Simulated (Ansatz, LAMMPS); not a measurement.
# Glassy CaAl2Si2O8 (91 atoms): geometry optimisation, part 2 of 4

Aim: bring glassy CaAl2Si2O8 (91 atoms) to a nearby minimum of the energy and see what moves.

Ansatz 0.2.0; Kohn-Sham DFT, r2SCAN, PAW (set soft_2), plane waves.

The cell: 14 Al, 7 Ca, 56 O and 14 Si. The quench rate of 10 K/ps far exceeds what a furnace or splat quench reaches. The network of bonds at the start is that of the classical potential that made the cell. The Brillouin zone is sampled at Γ only, in a cell whose shortest periodic width is 11 Å.

So far. Step 3 (Single point at the start): Neighbours are counted within 2.19 Å (O-Al), 2.12 Å (O-Si), 2.93 Å (O-Ca).

## 4. Relaxation

The atoms are relaxed in the fixed cell, aiming at the force tolerance of the input.

File input.yaml:

```yaml
crystal:
  lattice:
    - [10.6093, 0.0, 0.0]
    - [0.0, 10.6093, 0.0]
    - [0.0, 0.0, 10.6093]
  atoms:
    [... the 91 atom lines of step 3 ...]
kpoints:
  mp_grid: { grid: [1, 1, 1] }
hamiltonian:
  xc: r2scan
scf:
  occupations: { method: fixed }
output:
  forces: true
relax:
  f_tol: 0.03
  max_steps: 200
```

Command:

```
ansatz run input.yaml --threads 4 --pin off --max-ram 8192MiB --backend cpu --events-out ev --progress --plain --runs-dir out
```

Numbers of over 12 decimals in the logs are rounded to 6 here.

Output:

```text
[...]
Crystal: 91 atoms, lattice volume = 1194.154 Å³
Basis set: ecut = 500 eV, 30551 PW (Γ), exchange–correlation on 320×320×320 points (64 copies of the dense FFT grid, shifted against one another)
Bands: 343, of which v1, the nominal top of the filled ones, is band 252 counted from 1 (251 counted from 0)
Symmetry: 1 space group operations
[...]
k-points: 1
[...]
SCF iter   1: F=—  HF=-61233.310849 eV  |F-HF|=—  |Δ(HF+E_count)|=         —  Δρ=7.82e-3  dr2=8.12e-1  dr2_τ=6.65e0  ethr=1.77e-3  ⟨swp⟩=8.0  Hψ=1265  notcnv=0  defer=88
[...]
SCF iter   3: F=—  HF=-61236.041422 eV  |F-HF|=—  |Δ(HF+E_count)|=   2.09e-2  Δρ=1.46e-3  dr2=2.18e-2  dr2_τ=3.08e-3  ethr=3.34e-5  ⟨swp⟩=4.0  Hψ=437  notcnv=0  defer=74
automatic band count: iteration 3 solves 328 bands in place of 343: the levels show a gap, and the empty bands left out lie too high to hold charge; the band table lists the bands solved (type scf.n_extra_bands for more)
SCF iter   4: F=—  HF=-61236.038772 eV  |F-HF|=—  |Δ(HF+E_count)|=   2.65e-3  Δρ=6.05e-4  dr2=3.36e-3  dr2_τ=6.87e-4  ethr=4.32e-6  ⟨swp⟩=4.0  Hψ=507  notcnv=0  defer=74
[...]
SCF iter   7: F=-61236.038346 eV  HF=-61236.038345 eV  |F-HF|=9.04e-7  |Δ(HF+E_count)|=   3.17e-6  Δρ=1.85e-5  dr2=4.06e-6  dr2_τ=4.30e-7  ethr=4.46e-9  ⟨swp⟩=5.0  Hψ=999  notcnv=0
SCF 1 converged in 7 iterations: F = -61236.038346 eV  dr2 = 4.06e-6
[...]
relax step   1: F+E_penalty+E_count = -61236.03834569 eV  Δ(F+E_penalty+E_count) = +0.000e0 eV  max|allowed force component| = 4.360e0 eV/Å  Δτ_max = 0.0000 Å  (7 SCF iters, dr2 threshold 2.25e-5 eV, accepted)
[... from here on, the SCF cycles and remarks between the steps are left out ...]
relax step   2: F+E_penalty+E_count = -61239.44421980 eV  Δ(F+E_penalty+E_count) = -3.406e0 eV  max|allowed force component| = 2.175e0 eV/Å  Δτ_max = 0.1952 Å  (7 SCF iters, dr2 threshold 1.00e-4 eV, accepted)
relax step   3: F+E_penalty+E_count = -61241.28468335 eV  Δ(F+E_penalty+E_count) = -1.840e0 eV  max|allowed force component| = 9.344e-1 eV/Å  Δτ_max = 0.2000 Å  (7 SCF iters, dr2 threshold 1.00e-4 eV, accepted)
relax step   4: F+E_penalty+E_count = -61241.61543668 eV  Δ(F+E_penalty+E_count) = -3.308e-1 eV  max|allowed force component| = 5.999e-1 eV/Å  Δτ_max = 0.2000 Å  (7 SCF iters, dr2 threshold 1.00e-4 eV, accepted)
relax step   5: F+E_penalty+E_count = -61241.72767432 eV  Δ(F+E_penalty+E_count) = -1.122e-1 eV  max|allowed force component| = 2.445e-1 eV/Å  Δτ_max = 0.2000 Å  (6 SCF iters, dr2 threshold 6.64e-5 eV, accepted)
relax step   6: F+E_penalty+E_count = -61241.71594146 eV  Δ(F+E_penalty+E_count) = +1.173e-2 eV  max|allowed force component| = 2.441e-1 eV/Å  Δτ_max = 0.2000 Å  (7 SCF iters, dr2 threshold 9.93e-6 eV, rejected (line search))
relax step   7: F+E_penalty+E_count = -61241.76889934 eV  Δ(F+E_penalty+E_count) = -4.123e-2 eV  max|allowed force component| = 6.782e-2 eV/Å  Δτ_max = 0.0959 Å  (9 SCF iters, accepted)
relax step   8: F+E_penalty+E_count = -61241.77501835 eV  Δ(F+E_penalty+E_count) = -6.119e-3 eV  max|allowed force component| = 7.546e-2 eV/Å  Δτ_max = 0.1000 Å  (8 SCF iters, accepted)
relax step   9: F+E_penalty+E_count = -61241.77732628 eV  Δ(F+E_penalty+E_count) = -2.308e-3 eV  max|allowed force component| = 4.823e-2 eV/Å  Δτ_max = 0.0158 Å  (7 SCF iters, accepted)
relax step  10: F+E_penalty+E_count = -61241.77959355 eV  Δ(F+E_penalty+E_count) = -2.267e-3 eV  max|allowed force component| = 3.303e-2 eV/Å  Δτ_max = 0.0834 Å  (7 SCF iters, dr2 threshold 9.50e-7 eV, accepted)
relax step  11: F+E_penalty+E_count = -61241.78066094 eV  Δ(F+E_penalty+E_count) = -1.067e-3 eV  max|allowed force component| = 4.685e-2 eV/Å  Δτ_max = 0.0318 Å  (8 SCF iters, accepted)
relax step  12: F+E_penalty+E_count = -61241.78249764 eV  Δ(F+E_penalty+E_count) = -1.837e-3 eV  max|allowed force component| = 5.694e-2 eV/Å  Δτ_max = 0.0582 Å  (7 SCF iters, dr2 threshold 1.03e-6 eV, accepted)
relax step  13: F+E_penalty+E_count = -61241.78318575 eV  Δ(F+E_penalty+E_count) = -6.881e-4 eV  max|allowed force component| = 1.552e-2 eV/Å  Δτ_max = 0.0114 Å  (5 SCF iters, dr2 threshold 3.24e-6 eV, accepted)
relax step  14: F+E_penalty+E_count = -61241.78318689 eV  Δ(F+E_penalty+E_count) = -1.137e-6 eV  max|allowed force component| = 1.580e-2 eV/Å  Δτ_max = 0.0000 Å  (4 SCF iters, accepted)
[...]
SCF iter   2: F=-61241.783187 eV  HF=-61241.783187 eV  |F-HF|=1.52e-9  |Δ(HF+E_count)|=   1.01e-9  Δρ=3.09e-7  dr2=1.63e-9  dr2_τ=1.98e-10  ethr=1.41e-12  ⟨swp⟩=3.0  Hψ=767  notcnv=0
SCF 15 converged in 2 iterations: F = -61241.783187 eV  dr2 = 1.63e-9
SCF converged after 2 iterations
Free energy (F): -61241.783187 eV
[...]
Internal energy: -61241.783187 eV  (E = F + TS)
E sigma→0 (E₀):  -61241.783187 eV
Fermi energy:    4.530030 eV
[...]
--- Forces (eV/Å), atoms counted from 1 ---
  atom   1  Al     0.00466088    -0.00414173     0.00467362
  atom   2  Al    -0.00451596     0.00637625     0.00603923
  atom   3  Al    -0.00184031     0.00379211    -0.00413829
  atom   4  Al    -0.00547118    -0.00045683     0.00519171
  atom   5  Al     0.00946497    -0.00014902    -0.00248480
  atom   6  Al    -0.00486645     0.00209686     0.00281822
  atom   7  Al    -0.00350572     0.00322283     0.00116488
  atom   8  Al    -0.00509413    -0.00254409     0.00392042
  atom   9  Al    -0.00633381    -0.00238247    -0.00466222
  atom  10  Al     0.00608963     0.00402396    -0.00043646
  atom  11  Al    -0.00563808    -0.00426215    -0.00455474
  atom  12  Al     0.00365674    -0.00264508    -0.00273468
  atom  13  Al    -0.00542336    -0.00280971     0.00394544
  atom  14  Al     0.00539925    -0.00558467     0.00820370
[...]
atom  90  Si    -0.00472144    -0.00383461    -0.00610892
  atom  91  Si    -0.00321406    -0.00074118     0.00193901
  max |Σ_I F_I| component: 9.52e-5 eV/Å
--- Relaxed structure (14 steps of the walk, 13 accepted, 0 SCFs on fresh bases) ---
  F+E_penalty+E_count = -61241.78318689 eV   max|allowed force component| = 1.580e-2 eV/Å
  atoms:
    - { symbol: Al, position: [0.860543, 0.975821, 0.856835] }
    - { symbol: Al, position: [0.928502, 0.766570, 0.358406] }
    - { symbol: Al, position: [0.064130, 0.197537, 0.778492] }
    - { symbol: Al, position: [0.848249, 0.292762, 0.132101] }
[...]
- { symbol: Si, position: [0.537687, 0.574244, 0.435152] }
```

Run time: 7.2 min. Hardware: 4 threads of Arm Neoverse V1, shared host; peak memory 3 GiB.

Step by step:

```tsv
step	energy less that of the first step (eV)	largest force component (eV/Å)
1	0.0000	4.3598
2	-3.4059	2.1750
3	-5.2463	0.9344
4	-5.5771	0.5999
5	-5.6893	0.2445
6	-5.6776	0.2441
7	-5.7306	0.0678
8	-5.7367	0.0755
9	-5.7390	0.0482
10	-5.7412	0.0330
11	-5.7423	0.0469
12	-5.7442	0.0569
13	-5.7448	0.0155
14	-5.7448	0.0158
```

Relaxation step 6 was tried and not accepted.

The atoms that moved most (Å):

```tsv
atom	dx	dy	dz	length
Ca18	0.025	-0.424	-0.399	0.583
O38	0.196	-0.220	-0.184	0.347
Ca21	-0.291	-0.078	-0.139	0.332
O33	0.283	-0.091	0.119	0.320
Ca16	-0.312	0.069	0.018	0.320
O23	-0.098	-0.275	0.085	0.304
O36	0.181	0.095	0.182	0.274
O68	0.026	-0.144	-0.230	0.273
```

The relaxation changed the energy by -63.1 meV/atom, and atoms moved by 0.18 Å r.m.s., 0.58 Å at most.

## 5. Structure statistics after relaxation

Bonds before and after, by the cutoffs listed below:

```tsv
pair	bonds before	bonds after	mean before (Å)	mean after (Å)	spread before (Å)	spread after (Å)
O-Al	57	57	1.778	1.776	0.109	0.072
O-Si	56	56	1.614	1.629	0.048	0.034
O-Ca	40	40	2.478	2.430	0.146	0.151
```

Density 2.71 g/cm³, 13.12 Å³ an atom.

Pair distribution functions g(r), in bins of 0.2 Å:

```tsv
r (Å)	total	O-O	O-Al	O-Si	O-Ca	Al-Al	Al-Si
1.50	0.46	0.00	0.00	2.44	0.00	0.00	0.00
1.70	3.51	0.00	8.21	10.35	0.00	0.00	0.00
1.90	0.51	0.00	2.68	0.00	0.00	0.00	0.00
2.10	0.05	0.00	0.14	0.00	0.26	0.00	0.00
2.30	0.41	0.00	0.00	0.00	4.29	0.00	0.00
2.50	0.78	1.40	0.00	0.00	2.56	0.00	0.00
2.70	1.52	3.66	0.00	0.08	1.18	0.68	0.00
2.90	0.94	1.62	0.21	0.15	0.42	1.11	1.97
3.10	1.19	1.37	0.75	0.32	0.00	3.97	3.79
3.30	0.87	0.61	0.83	0.67	0.77	2.67	2.75
3.50	0.76	0.72	0.78	0.69	0.58	0.41	0.00
3.70	0.81	0.44	1.15	1.32	0.63	0.36	0.17
3.90	1.12	0.60	1.59	1.71	0.95	0.62	0.64
4.10	1.22	0.69	1.84	2.12	1.30	0.57	0.70
4.30	1.10	0.72	1.52	1.57	1.83	0.26	0.53
4.50	1.09	0.99	1.29	0.93	1.32	1.20	1.90
4.70	0.99	1.25	0.85	0.85	0.88	0.89	0.88
4.90	1.04	1.48	0.53	0.53	1.31	1.21	0.79
5.10	1.04	1.29	0.72	0.68	1.12	0.56	1.76
```

Bonds by pair of elements; cutoffs follow the first minimum of g(r), held within bounds set by covalent radii, and pairs that aren't listed don't count as bonded:

```tsv
pair A-B	cutoff (Å)	bonds	mean length (Å)	spread (Å)	shortest (Å)	B about A	A about B
O-Al	2.43	57	1.78	0.072	1.67	1.02	4.07
O-Si	2.08	56	1.63	0.034	1.55	1	4
O-Ca	2.88	40	2.43	0.151	2.17	0.714	5.71
```

How many atoms have how many bonded neighbours:

```tsv
element	mean	2	3	4	5	6
Al	4.07	0	0	13	1	0
Ca	5.71	0	0	0	2	5
O	2.73	18	35	3	0	0
Si	4	0	0	14	0	0
```

Bond angles (no mean is given where the spread exceeds 20°):

```tsv
angle	count	mean (°)	spread (°)
O-Ca-O	95	-	-
O-Al-O	88	109	12.2
O-Si-O	84	109	6
Ca-O-Si	35	110	19.4
Al-O-Si	34	134	16.9
```

Oxygen atoms by the number of network formers (Si, P, Ge, B, Al, As, Ga) bound to them:

```tsv
network formers bound to O	O atoms	per cent
0	0	0
1	6	10.7
2	43	76.8
3	7	12.5
```

Network units: each former by its oxygen neighbours and how many of them bridge to another former:

```tsv
former	O neighbours	bridging O	atoms
Si	4	3	5
Si	4	4	9
Al	4	3	1
Al	4	4	12
Al	5	5	1
```

Bond length by coordination (bonds to H left out):

```tsv
element	coordination	atoms	mean bond length (Å)
Al	4	13	1.77
Al	5	1	1.88
Ca	5	2	2.40
Ca	6	5	2.44
O	2	18	1.68
O	3	35	1.94
O	4	3	2.17
```

Rings of the network by King's shortest-path rule, up to 12 atoms, one path for each pair of neighbours; H, halogens, alkali and alkaline-earth atoms are left out, and the last column divides by all other atoms, bonded or not:

```tsv
ring size (atoms)	rings	per network atom
4	1	0.012
6	5	0.06
8	9	0.107
10	15	0.179
12	20	0.238
```

For some of the pairs, g(r) has its first main peak near 2.7 Å (O-O), 1.8 Å (O-Al), 1.6 Å (O-Si), 2.4 Å (O-Ca), 3.2 Å (Al-Al) and 3.2 Å (Al-Si). By these cutoffs 93 % of Al atoms have 4, 71 % of Ca atoms have 6, 62 % of O atoms have 3 and all Si atoms have 4 bonded neighbours. 77 % of the oxygens bridge two formers (Si and Al) and 11 % are non-bridging; 12 % join three. The commonest Si unit has 4 oxygens, 4 of them shared with other formers (9 of 14 atoms). Rings of 12 atoms are the most common (40 % of those counted); sizes run from 4 to 12, where the search stops.

[end of part 2 of 4]

[Logs are printed without paths, hosts, clocks, repeated set-up lines and the standing remarks that a program may print on its own settings, such as how far it seeks lower states.]

[Hosts, paths, dates, database ids (printed as entryN), source tags and the programs' standing remarks are cut or masked in the printed files.]
